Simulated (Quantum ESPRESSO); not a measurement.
# How a distortion at fixed volume moves the moments of MnSi

Aim: follow moments and order energies of MnSi with a distortion at fixed volume.

Method: PBEsol; plane waves with GBRV 1.5 PBEsol potentials, no spin-orbit coupling, in Quantum ESPRESSO 7.5.

### 1. The starting structure

The structure is cubic, space group P2_13 (No. 198). Conventional cell: a = 4.558 Å, b = 4.558 Å, c = 4.558 Å, α = 90.00°, β = 90.00°, γ = 90.00°. Mn has 7 Si at 2.31 to 2.55 Å nearest. Nearest to Si lie 7 Mn at 2.31 to 2.55 Å. Farther neighbours are not listed.

The lattice constants were typed from memory of published values and not checked against a source.

### 2. Factor along z 0.9043, ferro ++++

Lengths along Cartesian z scale by the factor and those normal to it by its inverse root. Atoms keep their fractional places. Seeded atoms are those given a starting moment.

pw.in reads:

```
&CONTROL
  calculation = 'scf'
  prefix = 'pwscf'
  outdir = './tmp'
  pseudo_dir = './pseudo'
  disk_io = 'nowf'
  tprnfor = .true.
  tstress = .true.
/
&SYSTEM
  ibrav = 0
  celldm(1) = 8
  nat = 8
  ntyp = 2
  ecutwfc = 40
  ecutrho = 280
  nbnd = 57
  occupations = 'smearing'
  smearing = 'fd'
  degauss = 0.00367493
  nspin = 2
  starting_magnetization(1) = 0.2333
  starting_magnetization(2) = 0
/
&ELECTRONS
  conv_thr = 1.6d-08
  electron_maxstep = 150
  mixing_beta = 0.3
/
ATOMIC_SPECIES
Mn     54.9380 mn_pbesol_v1.5.uspp.F.UPF
Si     28.0850 si_pbesol_v1.uspp.F.UPF
CELL_PARAMETERS alat
   1.1322098672865    0.0000000000000    0.0000000000000
   0.0000000000000    1.1322098672865    0.0000000000000
   0.0000000000000    0.0000000000000    0.9736340008309
ATOMIC_POSITIONS crystal
Mn      0.1370000000    0.1370000000    0.1370000000
Mn      0.6370000000    0.3630000000    0.8630000000
Mn      0.8630000000    0.6370000000    0.3630000000
Mn      0.3630000000    0.8630000000    0.6370000000
Si      0.8450000000    0.8450000000    0.8450000000
Si      0.3450000000    0.6550000000    0.1550000000
Si      0.1550000000    0.3450000000    0.6550000000
Si      0.6550000000    0.1550000000    0.3450000000
K_POINTS automatic
8 8 8 0 0 0
```

Command:

```bash
> OMP_NUM_THREADS=1 mpirun -n 4 pw.x -nk 4 -in pw.in > pw.out
```

What it wrote:

```text
Program PWSCF v.7.5 starts

     Message from routine setup:
     using ibrav=0 with symmetry is DISCOURAGED, use correct ibrav instead

     K-points division:     npool     =       4
     Subspace diagonalization in iterative solution of the eigenvalue problem:

     bravais-lattice index     =            0
     lattice parameter (alat)  =       8.0000  a.u.
     unit-cell volume          =     639.0275 (a.u.)^3
     number of atoms/cell      =            8
     number of atomic types    =            2
     number of electrons       =        76.00
     number of Kohn-Sham states=           57
     kinetic-energy cutoff     =      40.0000  Ry
     charge density cutoff     =     280.0000  Ry
     scf convergence threshold =      1.6E-08
     mixing beta               =       0.3000
     number of iterations used =            8  plain     mixing
     Exchange-correlation= SLA  PW   PSX  PSC
                           (   1   4  10   8   0   0   0)

     celldm(1)=   8.000000  celldm(2)=   0.000000  celldm(3)=   0.000000
     celldm(4)=   0.000000  celldm(5)=   0.000000  celldm(6)=   0.000000

     crystal axes: (cart. coord. in units of alat)
               a(1) = (   1.132210   0.000000   0.000000 )
               a(2) = (   0.000000   1.132210   0.000000 )
               a(3) = (   0.000000   0.000000   0.973634 )

     reciprocal axes: (cart. coord. in units 2 pi/alat)
               b(1) = (  0.883228  0.000000  0.000000 )
               b(2) = (  0.000000  0.883228  0.000000 )
               b(3) = (  0.000000  0.000000  1.027080 )

     PseudoPot. # 1 for Mn read from file:
     mn_pbesol_v1.5.uspp.F.UPF
     Pseudo is Ultrasoft + core correction, Zval = 15.0

     PseudoPot. # 2 for Si read from file:
     si_pbesol_v1.uspp.F.UPF
     Pseudo is Ultrasoft + core correction, Zval =  4.0

     atomic species   valence    mass     pseudopotential
     Mn               15.00    54.93800     Mn( 1.00)
     Si                4.00    28.08500     Si( 1.00)

     Starting magnetic structure
     atomic species   magnetization
     Mn              0.233
     Si              0.000

      4 Sym. Ops. (no inversion) found ( 3 have fractional translation)

   Cartesian axes

     site n.     atom                  positions (alat units)
         1        Mn     tau(   1) = (   0.1551128   0.1551128   0.1333879  )
         2        Mn     tau(   2) = (   0.7212177   0.4109922   0.8402461  )
         3        Mn     tau(   3) = (   0.9770971   0.7212177   0.3534291  )
         4        Mn     tau(   4) = (   0.4109922   0.9770971   0.6202049  )
         5        Si     tau(   5) = (   0.9567173   0.9567173   0.8227207  )
         6        Si     tau(   6) = (   0.3906124   0.7415975   0.1509133  )
         7        Si     tau(   7) = (   0.1754925   0.3906124   0.6377303  )
         8        Si     tau(   8) = (   0.7415975   0.1754925   0.3359037  )

     number of k points=   125  Fermi-Dirac smearing, width (Ry)=  0.0037

     Number of k-points >= 100: set verbosity='high' to print them.

     Dense  grid:    50533 G-vectors     FFT dimensions: (  50,  50,  48)

     Smooth grid:    21855 G-vectors     FFT dimensions: (  40,  40,  32)

     Check: negative core charge=   -0.000040
     Generating pointlists ...
     new r_m :   0.2168 (alat units)  1.7340 (a.u.) for type    1
     new r_m :   0.2168 (alat units)  1.7340 (a.u.) for type    2

     Initial potential from superposition of free atoms

     starting charge      73.9971, renormalised to      76.0000
     Starting wfcs are   68 randomized atomic wfcs

     Self-consistent Calculation

     iteration #  1     ecut=    40.00 Ry     beta= 0.30
     Davidson diagonalization with overlap
     ethr =  1.00E-02,  avg # of iterations =  4.8

     total energy              =    -880.54086218 Ry
     estimated scf accuracy    <       7.71768558 Ry

     total magnetization       =     6.00 Bohr mag/cell
     absolute magnetization    =     7.21 Bohr mag/cell

     iteration #  2     ecut=    40.00 Ry     beta= 0.30
     Davidson diagonalization with overlap
     ethr =  1.00E-02,  avg # of iterations =  2.3

     total energy              =    -882.16617440 Ry
     estimated scf accuracy    <       4.24508754 Ry

     total magnetization       =     7.62 Bohr mag/cell
     absolute magnetization    =     8.86 Bohr mag/cell

     [... further iterations left out ...]

     iteration # 20     ecut=    40.00 Ry     beta= 0.30
     Davidson diagonalization with overlap
     ethr =  3.61E-10,  avg # of iterations =  2.6

     total energy              =    -882.77848852 Ry
     estimated scf accuracy    <       0.00000005 Ry

     total magnetization       =     3.34 Bohr mag/cell
     absolute magnetization    =     3.89 Bohr mag/cell

     iteration # 21     ecut=    40.00 Ry     beta= 0.30
     Davidson diagonalization with overlap
     ethr =  6.04E-11,  avg # of iterations =  2.0

     Magnetic moment per site  (integrated on atomic sphere of radius R)
     atom   1 (R=0.217)  charge= 12.8059  magn=  0.8361
     atom   2 (R=0.217)  charge= 12.8059  magn=  0.8361
     atom   3 (R=0.217)  charge= 12.8059  magn=  0.8361
     atom   4 (R=0.217)  charge= 12.8059  magn=  0.8361
     atom   5 (R=0.217)  charge=  1.5855  magn= -0.0319
     atom   6 (R=0.217)  charge=  1.5855  magn= -0.0319
     atom   7 (R=0.217)  charge=  1.5855  magn= -0.0319
     atom   8 (R=0.217)  charge=  1.5855  magn= -0.0319

     End of self-consistent calculation

     Number of k-points >= 100: set verbosity='high' to print the bands.

     the Fermi energy is    15.3120 ev

!    total energy              =    -882.77848854 Ry
     estimated scf accuracy    <          4.5E-09 Ry
     smearing contrib. (-TS)   =      -0.00407443 Ry
     internal energy E=F+TS    =    -882.77441411 Ry

     The total energy is F=E-TS. E is the sum of the following terms:
     one-electron contribution =    -464.61183253 Ry
     hartree contribution      =     272.81923808 Ry
     xc contribution           =    -122.93852056 Ry
     ewald contribution        =    -568.04329910 Ry

     total magnetization       =     3.34 Bohr mag/cell
     absolute magnetization    =     3.89 Bohr mag/cell

     convergence has been achieved in  21 iterations

     Forces acting on atoms (cartesian axes, Ry/au):

     atom    1 type  1   force =    -0.00250805   -0.02825888    0.01472897
     atom    2 type  1   force =    -0.00250805    0.02825888   -0.01472897
     atom    3 type  1   force =     0.00250805   -0.02825888   -0.01472897
     atom    4 type  1   force =     0.00250805    0.02825888    0.01472897
     atom    5 type  2   force =    -0.00348814    0.01401471    0.00777620
     atom    6 type  2   force =    -0.00348814   -0.01401471   -0.00777620
     atom    7 type  2   force =     0.00348814    0.01401471   -0.00777620
     atom    8 type  2   force =     0.00348814   -0.01401471    0.00777620

     Total force =     0.071857     Total SCF correction =     0.000120

     Computing stress (Cartesian axis) and pressure

          total   stress  (Ry/bohr**3)                   (kbar)     P=      -75.33
  -0.00155477   0.00000000   0.00000000         -228.72        0.00        0.00
   0.00000000  -0.00141093   0.00000000            0.00     -207.55        0.00
   0.00000000   0.00000000   0.00142938            0.00        0.00      210.27

=------------------------------------------------------------------------------=
   JOB DONE.
=------------------------------------------------------------------------------=
```

The job ended after 6.5 min (4 MPI ranks of Arm Neoverse V1, shared host; peak memory 1.1 GiB).

Spin moment in the atom's sphere by atom:

```tsv
atom	spin moment in the atom's sphere (μB)
Mn1	0.836
Mn2	0.836
Mn3	0.836
Mn4	0.836
Si5	-0.032
Si6	-0.032
Si7	-0.032
Si8	-0.032
```

This step gave:

* smearing term TS: 0.05544 eV
* pressure: -7.533 GPa
* magnetization: 3.339 μB
* absolute magnetization: 3.89 μB
* final state: ferromagnetic

### 3. Factor along z 0.9043, no spin polarisation

pw.in, as its differences from that of step 2:

```diff
@@ -16,3 +16,3 @@
   ecutrho = 280
-  nbnd = 57
+  nbnd = 50
   occupations = 'smearing'
@@ -20,5 +20,2 @@
   degauss = 0.00367493
-  nspin = 2
-  starting_magnetization(1) = 0.2333
-  starting_magnetization(2) = 0
 /
```

What it wrote:

```text
     [... lines left out ...]
Program PWSCF v.7.5 starts
     [... lines left out ...]
     number of atoms/cell      =            8
     [... lines left out ...]
     number of electrons       =        76.00
     number of Kohn-Sham states=           50
     kinetic-energy cutoff     =      40.0000  Ry
     charge density cutoff     =     280.0000  Ry
     scf convergence threshold =      1.6E-08
     [... lines left out ...]
      4 Sym. Ops. (no inversion) found ( 3 have fractional translation)
     [... lines left out ...]
     number of k points=   125  Fermi-Dirac smearing, width (Ry)=  0.0037
     [... lines left out ...]
     iteration # 12     ecut=    40.00 Ry     beta= 0.30
     [... lines left out ...]
     the Fermi energy is    15.1998 ev
!    total energy              =    -882.77107078 Ry
     estimated scf accuracy    <          3.0E-09 Ry
     smearing contrib. (-TS)   =      -0.00610351 Ry
     [... lines left out ...]
     convergence has been achieved in  12 iterations
     [... lines left out ...]
     Total force =     0.084559     Total SCF correction =     0.000037
     [... lines left out ...]
          total   stress  (Ry/bohr**3)                   (kbar)     P=      -94.58
     [... lines left out ...]
```

Wall time 1.9 min (4 MPI ranks); peak memory 0.7 GiB; 7.5 min of CPU time.

Numbers from this step:

| Property | Result |
| --- | --- |
| smearing term TS | 0.08304 eV |
| pressure | -9.458 GPa |
| final state | non-magnetic (no spin polarisation) |

### 4. Factor along z 1.0913, ferro ++++

pw.in, as its differences from that of step 3:

```diff
@@ -16,3 +16,3 @@
   ecutrho = 280
-  nbnd = 50
+  nbnd = 57
   occupations = 'smearing'
@@ -20,2 +20,5 @@
   degauss = 0.00367493
+  nspin = 2
+  starting_magnetization(1) = 0.2333
+  starting_magnetization(2) = 0
 /
@@ -30,5 +33,5 @@
 CELL_PARAMETERS alat
-   1.1322098672865    0.0000000000000    0.0000000000000
-   0.0000000000000    1.1322098672865    0.0000000000000
-   0.0000000000000    0.0000000000000    0.9736340008309
+   1.0306497999282    0.0000000000000    0.0000000000000
+   0.0000000000000    1.0306497999282    0.0000000000000
+   0.0000000000000    0.0000000000000    1.1749715637584
 ATOMIC_POSITIONS crystal
```

What it wrote:

```text
     [... lines left out ...]
Program PWSCF v.7.5 starts
     [... lines left out ...]
     number of atoms/cell      =            8
     [... lines left out ...]
     number of electrons       =        76.00
     number of Kohn-Sham states=           57
     kinetic-energy cutoff     =      40.0000  Ry
     charge density cutoff     =     280.0000  Ry
     scf convergence threshold =      1.6E-08
     [... lines left out ...]
      4 Sym. Ops. (no inversion) found ( 3 have fractional translation)
     [... lines left out ...]
     number of k points=   125  Fermi-Dirac smearing, width (Ry)=  0.0037
     [... lines left out ...]
     iteration # 21     ecut=    40.00 Ry     beta= 0.30
     [... lines left out ...]
     Magnetic moment per site  (integrated on atomic sphere of radius R)
     atom   1 (R=0.223)  charge= 12.9723  magn=  0.8836
     atom   2 (R=0.223)  charge= 12.9723  magn=  0.8836
     atom   3 (R=0.223)  charge= 12.9723  magn=  0.8836
     atom   4 (R=0.223)  charge= 12.9723  magn=  0.8836
     atom   5 (R=0.223)  charge=  1.7332  magn= -0.0372
     atom   6 (R=0.223)  charge=  1.7332  magn= -0.0372
     atom   7 (R=0.223)  charge=  1.7332  magn= -0.0372
     atom   8 (R=0.223)  charge=  1.7332  magn= -0.0372
     [... lines left out ...]
     the Fermi energy is    15.3048 ev
!    total energy              =    -882.81273781 Ry
     estimated scf accuracy    <          8.1E-09 Ry
     smearing contrib. (-TS)   =      -0.00399960 Ry
     [... lines left out ...]
     total magnetization       =     3.46 Bohr mag/cell
     absolute magnetization    =     4.06 Bohr mag/cell
     convergence has been achieved in  21 iterations
     [... lines left out ...]
     Total force =     0.042845     Total SCF correction =     0.000066
     [... lines left out ...]
          total   stress  (Ry/bohr**3)                   (kbar)     P=      -87.30
     [... lines left out ...]
```

Elapsed: 7.2 min, on 4 MPI ranks; peak memory 1.1 GiB; 29 min of CPU time.

Read from the output:

| Property | Result |
| --- | --- |
| smearing term TS | 0.05442 eV |
| pressure | -8.730 GPa |
| magnetization | 3.462 μB |
| absolute magnetization | 4.056 μB |
| final state | ferromagnetic |
| largest moment | 0.8836 μB |

### 5. Trends

The runs not shown differ from these in the moved quantity alone.

States, by row:

```tsv
tetragonal	ferro ++++	no spin polarisation
0.9043	ferromagnetic	non-magnetic
0.9287	ferromagnetic	non-magnetic
0.9528	ferromagnetic	non-magnetic
0.9765	ferromagnetic	non-magnetic
1	ferromagnetic	non-magnetic
1.023	ferromagnetic	non-magnetic
1.046	ferromagnetic	non-magnetic
1.069	ferromagnetic	non-magnetic
1.091	ferromagnetic	non-magnetic
```

Largest site moment, ferro ++++ against tetragonal:

```tsv
tetragonal (factor)	largest site moment, ferro ++++ (μB)
0.9043	0.836
0.9287	0.913
0.9528	0.970
0.9765	0.998
1.0000	1.01
1.0232	0.999
1.0461	0.976
1.0688	0.939
1.0913	0.884
```

Table of energy less that of the parallel start, no spin polarisation by tetragonal:

```tsv
tetragonal (factor)	energy less that of the parallel start, no spin polarisation (meV a seeded atom)
0.9043	25.2
0.9287	34.6
0.9528	43.7
0.9765	50.8
1.0000	53.8
1.0232	50.5
1.0461	41.7
1.0688	30.2
1.0913	19.8
```

The energy over the lowest by tetragonal; values in meV an atom:

```tsv
tetragonal (factor)	ferro ++++	no spin polarisation
0.9043	158	171
0.9287	84.9	102
0.9528	36.0	57.8
0.9765	8.62	34.0
1.0000	0	26.9
1.0232	7.67	32.9
1.0461	28.6	49.4
1.0688	60.2	75.3
1.0913	99.7	110
```

### 6. Summary of results

```yaml
moment_parallel_start: 0.836 to 1.01 μB
states_met_from_these_starts: ferromagnetic
```

In words: The moment of the parallel start goes from 0.836 μB at 0.9043 to 0.884 μB at 1.0913, by way of 1.01 μB. The net moment of the cell goes from 3.34 to 3.46 μB. The radius of the spheres follows the nearest distance, so part of the change of the site moments is the spheres'. Only a parallel start was run beside the spinless one, so opposed or spiral orders, which may lie lower, are not probed.

[Logs and program files are shortened in this print: banners, set-up blocks, solver, clock and traceback lines can be left out without a mark of their own.]

[Logs are printed without paths, hosts, clocks, repeated set-up lines and the standing remarks that a program may print on its own settings, such as how far it seeks lower states.]

[Hosts, paths, dates, database ids (printed as entryN), source tags and the programs' standing remarks are cut or masked in the printed files.]

[Where a cell is said to come from a database of computed structures, the database is the Materials Project.]
